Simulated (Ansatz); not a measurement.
# Gate voltage at the highest density: TiSi2As4 monolayer

A layer charged from one gate needs a voltage that grows with the carrier density; the slope is e over the total capacitance.

How it was computed: Ansatz 0.2.0, plane waves with PAW datasets (its set soft_2), PBEsol-D3(BJ); isolated slab, charged sheet 6 Å from the outer atoms behind model barriers, atoms held, Fermi-Dirac smearing of 0.02585 eV. The voltage is that of the gate against the layer's Fermi level, from the uncharged case, which has no gap over 0.05 eV.

| run | added electrons (10¹³ per cm²) | gate voltage (V) |
| --- | --- | --- |
| run 1 | −1.00 | −0.90 |
| run 2 | −2.00 | −1.81 |
| run 3 | −4.00 | −3.64 |
| run 4 | −7.00 | −6.40 |
| run 5 | −11.00 | ? |

Q: Estimate the withheld value from the rows shown.

A least-squares line through the 4 rows shown has slope 0.9169 and intercept 0.0217; no row lies more than 0.01 V off it. The capacitance is 1.602/0.9169 = 1.75 µF/cm², against 1.48 µF/cm² for plates 6 Å apart in vacuum; it is the larger, as where the added charge has its centre outside the outer atoms (not examined here). At −11.00 it gives 0.9169 × (−11.00) + 0.0217 = −10.06 V, beyond the rows fitted. Rounding and scatter of the rows alone allow about ±0.015 V there.

The run itself gives −10.11 V: a miss of −0.05 V, or 0.5 % of the value. The capacitance falls a little towards the highest density.

**Limits.** The gates are model sheets, not atoms, and low densities sample few k-points.
